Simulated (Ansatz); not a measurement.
# Ni3GeC (Pm-3m): phonons and vibrational spectra, part 3 of 3

Aim: the vibrations of Ni3GeC (Pm-3m), their spectra, and whether the structure is stable.

Ansatz 0.2.0; DFT PBEsol, scalar-relativistic, plane waves, PAW; PAW set soft_1.

So far. Step 3 (Tight relaxation): The forces vanish by symmetry and the pressure is 0.001 GPa, within the tolerances set. The cell now holds 10.65 Å³/atom. Step 4 (Linear response at the zone centre): Before it was imposed, the acoustic sum rule was missed by 4.5e-5 eV/Å². Small misses are needed for a sound result but don't prove that mesh and cutoff are converged. The lowest optical mode is imaginary, 92.7i cm⁻¹, so the energy falls along it. The relaxed cell has a = 3.762 Å (conventional setting).

## (5) Response at finite wavevector

Stability and thermal properties need the whole zone. Linear response on a 2×2×2 q mesh gives force constants as far as a supercell of that size would.

Contents of input.yaml:

```yaml
crystal:
  lattice:
    - [3.761644871, 0.0, 0.0]
    - [0.0, 3.761644871, 0.0]
    - [0.0, 0.0, 3.761644871]
  atoms:
    - { symbol: Ni, position: [0.0, 0.5, 0.5] }
    - { symbol: Ni, position: [0.5, 0.5, 0.0] }
    - { symbol: Ni, position: [0.5, 0.0, 0.5] }
    - { symbol: Ge, position: [0.0, 0.0, 0.0] }
    - { symbol: C, position: [0.5, 0.5, 0.5] }
kpoints:
  mp_grid: { grid: [12, 12, 12] }
hamiltonian:
  xc: pbesol
  pseudopotentials: { kind: paw, azcp: { folder: soft_1 }, xc_functional: pbe }
scf:
  occupations: { method: methfessel_paxton, width: 0.2 }
output:
  eigenvalues: true
phonons:
  method: dfpt
  qmesh: [2, 2, 2]
  temperatures: { t_max: 1000, t_step: 50 }
  qpath:
    path:
      - [[0.0, 0.0, 0.0], [0.0, 0.5, 0.0], [0.5, 0.5, 0.0], [0.0, 0.0, 0.0], [0.5, 0.5, 0.5], [0.0, 0.5, 0.0]]
      - [[0.5, 0.5, 0.5], [0.5, 0.5, 0.0]]
    npoints: 10
```

Command:

```
ansatz run input.yaml --threads 4 --pin off --max-ram 10240MiB --backend cpu --events-out ev --progress --plain --runs-dir out
```

Numbers of over 12 decimals in the logs are rounded to 6 here.

The program printed:

```text
[...]
Crystal: 5 atoms, lattice volume = 53.227 Å³
Basis set: ecut = 420 eV, 1021 PW (Γ), exchange–correlation on 54×54×54 points (8 copies of the dense FFT grid, shifted against one another)
Bands: 44, of which v1, the nominal top of the filled ones, is band 36 counted from 1 (35 counted from 0)
Symmetry: 48 space group operations
k-points: 84 of 1728
[...]
SCF iter   1: F=—  HF=-21916.867667 eV  |F-HF|=—  |Δ(HF+E_count)|=         —  Δρ=1.14e-1  dr2=8.55e0  ethr=3.10e-3  ⟨swp⟩=5.5  Hψ=11873  notcnv=0
[...]
SCF iter  13: F=-21914.956347 eV  HF=-21914.956347 eV  |F-HF|=3.64e-12  |Δ(HF+E_count)|=    0.00e0  S|Δr|=    0.00e0  Δρ=6.36e-8  dr2=1.00e-12  ethr=1.00e-12  ⟨swp⟩=11.5  Hψ=19701  notcnv=0
SCF 1 converged in 13 iterations: F = -21914.956347 eV  dr2 = 1.00e-12
[...]
SCF iter   4: F=-21914.956347 eV  HF=-21914.956347 eV  |F-HF|=3.64e-12  |Δ(HF+E_count)|=  3.64e-12  S|Δr|=    0.00e0  Δρ=7.26e-8  dr2=1.72e-12  ethr=1.00e-12  ⟨swp⟩=4.1  Hψ=9688  notcnv=0
SCF 2 converged in 4 iterations: F = -21914.956347 eV  dr2 = 1.72e-12
[...]
phonons: the bands overlap, so this run is a metal and interpolates without the dipole-dipole term. If the crystal is really an insulator or semiconductor, its LO-TO splitting is missing
NSCF: frozen V_eff on 84 k-points
WARN: eigensolver did not converge (k=0): 1 band(s) unlocked after 20 sweeps at ethr=1.15e-12 eV (storage-precision floor; scheduled 1.00e-12 eV) (lowest unlocked band 43, counted from 0; max residual 5.13e-6 eV among the unlocked bands, 5.13e-6 eV over every band; other slots of this pass that fall short are told together in one closing line; warning suppressed until the next SCF loop or pass starts)
WARN: eigensolver did not converge in 3 slots of this pass, the one above among them; of largest residual over every band (k=1): 1 band(s) unlocked (lowest unlocked band 43, counted from 0; max residual 5.34e-3 eV among the unlocked bands, 5.34e-3 eV over every band); of lowest unlocked band (k=0): band 43
[...]
DFPT response loops at q = (0, 0, 0) (fractional): preconditioner auto → Kerker (q_TF=auto, 2.869 Å⁻¹) (partly filled bands, converged f_vac=0.000); β = 1.00, the filter's whole step (`scf.mixing.beta` (0.50) is not read by the response loops under this deck's `scf.mixing.preconditioner`; to damp them name `kerker` or `kerker_dos`, under which they read `scf.mixing.beta`, and type it under 1.00, their step now; both keys bind the ground state too); Broyden in place of MSR1
[...]
SCF converged after 13 iterations
[...]
Free energy (F): -21914.956347 eV
[...]
Internal energy: -21914.951856 eV  (E = F + TS)
E sigma→0 (E₀):  -21914.955224 eV
Entropy (-TS):   -0.004491 eV (-0.898 meV/atom)
Fermi energy:    16.804161 eV
[...]
--- Band table (eV; the first three rows and the last of 84) ---
  k-point 0: bands = [... 32 lower, 15.8330, 15.8330, 15.8330, 16.0839, 17.4463, 18.2762, 18.2762, 18.2762, ... 4 higher]
  k-point 1: bands = [... 32 lower, 15.8331, 15.8683, 15.8683, 16.0579, 17.3047, 18.3540, 18.3540, 18.4616, ... 4 higher]
  k-point 2: bands = [... 32 lower, 15.8333, 15.9807, 15.9886, 15.9886, 17.1997, 18.5548, 18.5548, 18.7106, ... 4 higher]
  k-point 83: bands = [... 32 lower, 15.3807, 15.8734, 15.8734, 15.8734, 16.4276, 17.7892, 17.7892, 17.7892, ... 4 higher]
--- Phonons (Γ-DFPT): 4 representative perturbations + reference (Σ response iterations 14) ---
  ASR residual: 4.504e-5 → 0.000e0 eV/Å²; symmetrization residual: 3.370e-6 eV/Å²
  ASR residual per site (eV/Å²): 4.50e-5 4.50e-5 4.50e-5 7.74e-6 8.81e-6
[...]
--- Phonons (arbitrary-q DFPT): 4 irreducible q on the 2×2×2 mesh ---
  q = [0.0000, 0.0000, 0.0000] (star 1, of the zone-centre solve; hermiticity 3.93e-7, symmetrization 3.73e-12): -92.66 -92.66 -92.66 -0.00 -0.00 0.00 96.15 96.15 96.15 123.55 123.55 123.55 601.15 601.15 601.15
  q = [0.0000, 0.0000, -0.5000] (star 3, 9 solved perturbations in 2646 linear systems a pass and spin channel, the states on 343 of 1728 k-point pairs; hermiticity 3.29e-7, symmetrization 1.23e-12): -129.74 -76.03 -66.56 -66.56 -61.15 -61.15 113.24 113.24 142.56 142.56 152.79 274.39 608.47 608.47 698.62
[...]
sum rule: each row above includes the acoustic sum rule's correction from the zone centre's row sums; it moved no ω² by more than (0.46 cm⁻¹)²
  mesh force constants: q→R imaginary residual 5.43e-18; ASR residual 4.504e-5 → 0.000e0 eV/Å²; symmetrization residual 1.776e-14 eV/Å²
  interpolated dispersion: 62 rows × 15 modes
  density of states and harmonic sums: on the 16×16×16 q-mesh, interpolated from the force constants of a 2×2×2 supercell (no non-analytic term)
  largest difference from the sums on the solved wave vectors: F 5.95e-2 eV, S 7.79e-5 and C_V 3.00e-5 eV/K
  zero-point energy: 0.185921 eV/cell   skipped modes (ω ≤ 0): 940, of them read as no rigid motion or as one in doubt: 937 (5.837e0 modes/cell left out, lowest -129.74 cm⁻¹)   left out of the sums: 3.89e-1 of the cell's modes: C_V's classical limit lies that fraction below 3 k_B per atom; for a crystal, a wire or a layer, F and S can be off by more, and a phonons.interpolated_qmesh denser along its periods is the remedy for the sampling
```

Wall time 11 min (4 threads of Arm Neoverse V2, shared host); peak memory 2.3 GiB; 42 min of CPU time.

This step gave:

```yaml
sum_rule_residual_before_enforcement: 4.50e-5 eV/Å²
lowest_frequency_on_the_path: -129.7 cm⁻¹
highest_frequency_on_the_path_or_at_a_solved_wavevector: 722.6 cm⁻¹
lowest_mode_on_the_q_mesh_acoustic_modes_at_gamma_apart: -129.7 cm⁻¹
```

Frequencies (cm⁻¹) solved at each irreducible wavevector; negative means imaginary. Frequencies by wavevector, by row:

| q in reciprocal lattice units | star | mode 1 | mode 2 | mode 3 | mode 4 | mode 13 | mode 14 | mode 15 |
| --- | --- | --- | --- | --- | --- | --- | --- | --- |
| 0 0 0 | 1 | -92.7 | -92.7 | -92.7 | 0 | 601.1 | 601.1 | 601.1 |
| 0 0 -0.5 | 3 | -129.7 | -76 | -66.6 | -66.6 | 608.5 | 608.5 | 698.6 |
| 0 -0.5 -0.5 | 3 | -114.9 | -106.6 | -106.6 | -98.9 | 620.7 | 722.6 | 722.6 |
| -0.5 -0.5 -0.5 | 1 | -70.2 | -70.2 | -70.2 | 48.1 | 720.7 | 720.7 | 720.7 |

Interpolated from a 2×2×2 q mesh, rough between the solved points. Phonon branches along the path, in cm⁻¹:

| point | branch 1 | branch 2 | branch 3 | branch 4 | branch 12 | branch 13 | branch 14 | branch 15 |
| --- | --- | --- | --- | --- | --- | --- | --- | --- |
| Γ | -93 | -93 | -93 | 0 | 124 | 601 | 601 | 601 |
| halfway | -87 | -87 | -85 | -78 | 220 | 605 | 605 | 647 |
| X | -130 | -76 | -67 | -67 | 274 | 608 | 608 | 699 |
| halfway | -120 | -90 | -89 | -86 | 279 | 615 | 663 | 711 |
| M | -115 | -107 | -107 | -99 | 296 | 621 | 723 | 723 |
| halfway | -93 | -92 | -83 | -82 | 241 | 610 | 655 | 655 |
| Γ | -93 | -93 | -93 | 0 | 124 | 601 | 601 | 601 |
| halfway | -94 | -92 | -92 | -70 | 265 | 660 | 660 | 662 |
| R | -70 | -70 | -70 | 48 | 358 | 721 | 721 | 721 |
| halfway | -108 | -93 | -93 | -68 | 299 | 665 | 667 | 716 |
| X | -130 | -76 | -67 | -67 | 274 | 608 | 608 | 699 |
| jump to R | -70 | -70 | -70 | 48 | 358 | 721 | 721 | 721 |
| halfway | -95 | -93 | -93 | -55 | 325 | 669 | 722 | 722 |
| M | -115 | -107 | -107 | -99 | 296 | 621 | 723 | 723 |

The phonon density of states has structure finer than the step of the table below, so its rows give means over 25 cm⁻¹, whole bins alone (the curve runs from -135 to 725 cm⁻¹). Peaks (cm⁻¹: height): -95.0: 0.132, 125.0: 0.107, 225.0: 0.0325, 615.0: 0.0402, 715.0: 0.0356.

Tetrahedra on a 16×16×16 mesh, mean over bins of 10 cm-1. Interpolated from a 2×2×2 q mesh, rough between the solved points. Phonon density of states against wavenumber; means over each step:

wavenumber (cm⁻¹), phonon density of states (1/cm⁻¹/cell) and a bar:
```
     -100      0.083 ###########################
      -75      0.091 #############################
      -50      0.037 ############
      -25      0.009 ###
        0      0.004 #
       25      0.003 #
       50      0.001 
       75      0.000 
      100      0.023 #######
      125      0.093 ##############################
      150      0.031 ##########
      175      0.015 #####
      200      0.017 ######
      225      0.025 ########
      250      0.009 ###
      275      0.014 #####
      300      0.009 ###
      325      0.003 #
      350      0.001 
      375      0.000 
      400      0.000 
      425      0.000 
      450      0.000 
      475      0.000 
      500      0.000 
      525      0.000 
      550      0.000 
      575      0.000 
      600      0.013 ####
      625      0.029 #########
      650      0.019 ######
      675      0.019 ######
      700      0.027 #########
```

The partial phonon density of states has structure finer than the step of the table below, so its rows give means over 25 cm⁻¹, whole bins alone (the curve runs from -139 to 753 cm⁻¹). Peaks (cm⁻¹: height): C 618.1: 0.0295, 668.5: 0.0197, 713.4: 0.0305; Ge 124.7: 0.0960; Ni -88.4: 0.130, 225.6: 0.0292.

Phonopy on the run's constants, 15x15x15 mesh, Gaussian sigma 6.4 cm-1. Interpolated from a 2×2×2 q mesh, rough between the solved points. Partial phonon density of states against wavenumber; means over each step; values in 1/cm⁻¹/cell:

| wavenumber (cm⁻¹) | C | Ge | Ni |
| --- | --- | --- | --- |
| -125 | 2.4e-5 | 2.1e-5 | 0.0122 |
| -100 | 2.8e-5 | 1.8e-4 | 0.0821 |
| -75 | 1.6e-5 | 8.6e-4 | 0.0905 |
| -50 | 1.4e-5 | 0.00114 | 0.0356 |
| -25 | 1.4e-5 | 6.9e-4 | 0.00892 |
| 0 | 1.9e-5 | 3.2e-4 | 0.00220 |
| 25 | 3.0e-5 | 5.9e-4 | 0.00373 |
| 50 | 6.2e-7 | 8.6e-5 | 7.5e-4 |
| 75 | 1.0e-5 | 4.7e-5 | 7.2e-5 |
| 100 | 4.7e-4 | 0.0198 | 0.00340 |
| 125 | 0.00175 | 0.0811 | 0.0101 |
| 150 | 0.00256 | 0.0131 | 0.0140 |
| 175 | 0.00166 | 0.00111 | 0.0122 |
| 200 | 0.00128 | 5.2e-4 | 0.0158 |
| 225 | 7.3e-4 | 2.4e-4 | 0.0239 |
| 250 | 3.0e-4 | 2.2e-5 | 0.00808 |
| 275 | 3.3e-4 | 2.4e-5 | 0.0136 |
| 300 | 1.8e-4 | 1.3e-5 | 0.00878 |
| 325 | 6.5e-5 | 5.6e-7 | 0.00343 |
| 350 | 1.0e-5 | 0 | 0.00116 |
| 375 | 0 | 0 | 3.4e-5 |
| 400 | 0 | 0 | 0 |
| 425 | 0 | 0 | 0 |
| 450 | 0 | 0 | 0 |
| 475 | 0 | 0 | 0 |
| 500 | 0 | 0 | 0 |
| 525 | 0 | 0 | 0 |
| 550 | 0 | 0 | 0 |
| 575 | 4.0e-5 | 0 | 9.2e-6 |
| 600 | 0.0108 | 5.6e-6 | 0.00227 |
| 625 | 0.0248 | 1.7e-5 | 0.00411 |
| 650 | 0.0172 | 2.0e-5 | 0.00167 |
| 675 | 0.0180 | 2.5e-5 | 8.6e-4 |
| 700 | 0.0259 | 4.3e-5 | 4.0e-4 |
| 725 | 0.0136 | 2.7e-5 | 5.7e-5 |

Symmetry leaves 4 wavevectors to solve. The lowest mode among them, the acoustic zeros apart, lies at q = (0, 0, -0.5) and is imaginary, 129.7i cm⁻¹, so the energy falls along it.

## (6) Isotope substitution, element C, natural mass 12.011 amu

An isotope changes the mass and not the force constants, so no new electronic calculation is needed; the shifts show which modes move this element.

The same force constants with the mass of C changed from 12.011 to 13.003 u (phonopy, no LO-TO term). Both lists are sorted by frequency; levels can cross, so a row need not hold one and the same mode. Modes under 3 cm⁻¹ are left out. Isotope shifts, by row, the first 40 of 57 rows:

| q | rank | natural mass (cm⁻¹) | changed mass (cm⁻¹) |
| --- | --- | --- | --- |
| 0 0 0 | 1 | -92.66 | -92.66 |
| 0 0 0 | 2 | -92.66 | -92.66 |
| 0 0 0 | 3 | -92.66 | -92.66 |
| 0 0 0 | 7 | 96.15 | 95.74 |
| 0 0 0 | 8 | 96.15 | 95.74 |
| 0 0 0 | 9 | 96.15 | 95.74 |
| 0 0 0 | 10 | 123.5 | 123.3 |
| 0 0 0 | 11 | 123.5 | 123.3 |
| 0 0 0 | 12 | 123.5 | 123.3 |
| 0 0 0 | 13 | 601.1 | 582.6 |
| 0 0 0 | 14 | 601.1 | 582.6 |
| 0 0 0 | 15 | 601.1 | 582.6 |
| 0 0 -0.5 | 1 | -129.7 | -129.7 |
| 0 0 -0.5 | 2 | -76.03 | -76.03 |
| 0 0 -0.5 | 3 | -66.56 | -66.56 |
| 0 0 -0.5 | 4 | -66.56 | -66.56 |
| 0 0 -0.5 | 5 | -61.15 | -61.15 |
| 0 0 -0.5 | 6 | -61.15 | -61.15 |
| 0 0 -0.5 | 7 | 113.2 | 113.2 |
| 0 0 -0.5 | 8 | 113.2 | 113.2 |
| 0 0 -0.5 | 9 | 142.6 | 141.5 |
| 0 0 -0.5 | 10 | 142.6 | 141.5 |
| 0 0 -0.5 | 11 | 152.8 | 152.8 |
| 0 0 -0.5 | 12 | 274.4 | 274.4 |
| 0 0 -0.5 | 13 | 608.5 | 589 |
| 0 0 -0.5 | 14 | 608.5 | 589 |
| 0 0 -0.5 | 15 | 698.6 | 671.6 |
| 0 -0.5 -0.5 | 1 | -114.9 | -114.9 |
| 0 -0.5 -0.5 | 2 | -106.6 | -106.6 |
| 0 -0.5 -0.5 | 3 | -106.6 | -106.6 |
| 0 -0.5 -0.5 | 4 | -98.91 | -98.91 |
| 0 -0.5 -0.5 | 5 | -98.91 | -98.91 |
| 0 -0.5 -0.5 | 6 | -68.65 | -68.65 |
| 0 -0.5 -0.5 | 7 | 115 | 115 |
| 0 -0.5 -0.5 | 8 | 129.3 | 128.5 |
| 0 -0.5 -0.5 | 9 | 132.1 | 132.1 |
| 0 -0.5 -0.5 | 10 | 132.1 | 132.1 |
| 0 -0.5 -0.5 | 11 | 231.4 | 231.4 |
| 0 -0.5 -0.5 | 12 | 295.6 | 295.6 |
| 0 -0.5 -0.5 | 13 | 620.7 | 600.4 |

A mode of this element alone would shift by -3.89 %. The highest zone-centre frequency without the field goes from 601.1 to 582.6 cm⁻¹ (-3.1 %).

## (7) Another isotope, element Ge, natural mass 72.63 amu

The same for Ge, from 72.63 to 75.92 u.

A mode of this element alone would shift by -2.19 %. The highest zone-centre frequency without the field goes from 601.1 to 601.1 cm⁻¹ (-0.0 %).

## (8) Another isotope, element Ni, natural mass 58.6934 amu

The same for Ni, from 58.69 to 63.93 u.

A mode of this element alone would shift by -4.18 %. The highest zone-centre frequency without the field goes from 601.1 to 596.1 cm⁻¹ (-0.8 %).

## (9) What came out

| Property | Result |
| --- | --- |
| space group after relaxation (within 0.01 Å) | Pm-3m |
| volume per atom | 10.6 Å³ |
| electronic character | no gap on this mesh |
| highest optical mode at the zone centre (no LO-TO term) | 601 cm⁻¹ |
| lowest optical zone-centre mode | -92.7 cm⁻¹ |
| lowest mode on the q mesh (acoustic modes at Γ apart) | -130 cm⁻¹ |
| highest frequency on the path or at a solved wavevector | 723 cm⁻¹ |
| imaginary modes on the 2×2×2 q mesh | yes |

**Reading.** Modes are clearly imaginary (beyond 10i cm⁻¹) at 4 of the 4 irreducible wavevectors, most at q = (0, 0, -0.5) (129.7i cm⁻¹), so this structure is not a minimum of the energy. The optical modes at Γ span -93 to 601 cm⁻¹ (negative means imaginary). The highest mode in this list at Γ, 601.1 cm⁻¹, is mostly motion of C (80 % of the kinetic energy). The q mesh stands for a supercell only 7.5 Å across, so branches between the solved wavevectors are rough. With no gap, or one that is small against the smearing, the frequencies hang on the k mesh and the smearing, most of all near Kohn anomalies. The phonon runs are without spin polarisation, although Ni often carries a moment. The PAW files were made for PBE and serve the other functionals too. A phonon run warned that its eigensolver left some bands unconverged in a pass. These are harmonic frequencies at zero temperature: anharmonic shifts, linewidths and thermal expansion are left out.

[Logs are printed without paths, hosts, clocks, repeated set-up lines and the standing remarks that a program may print on its own settings, such as how far it seeks lower states.]

[Hosts, paths, dates, database ids (printed as entryN), source tags and the programs' standing remarks are cut or masked in the printed files.]
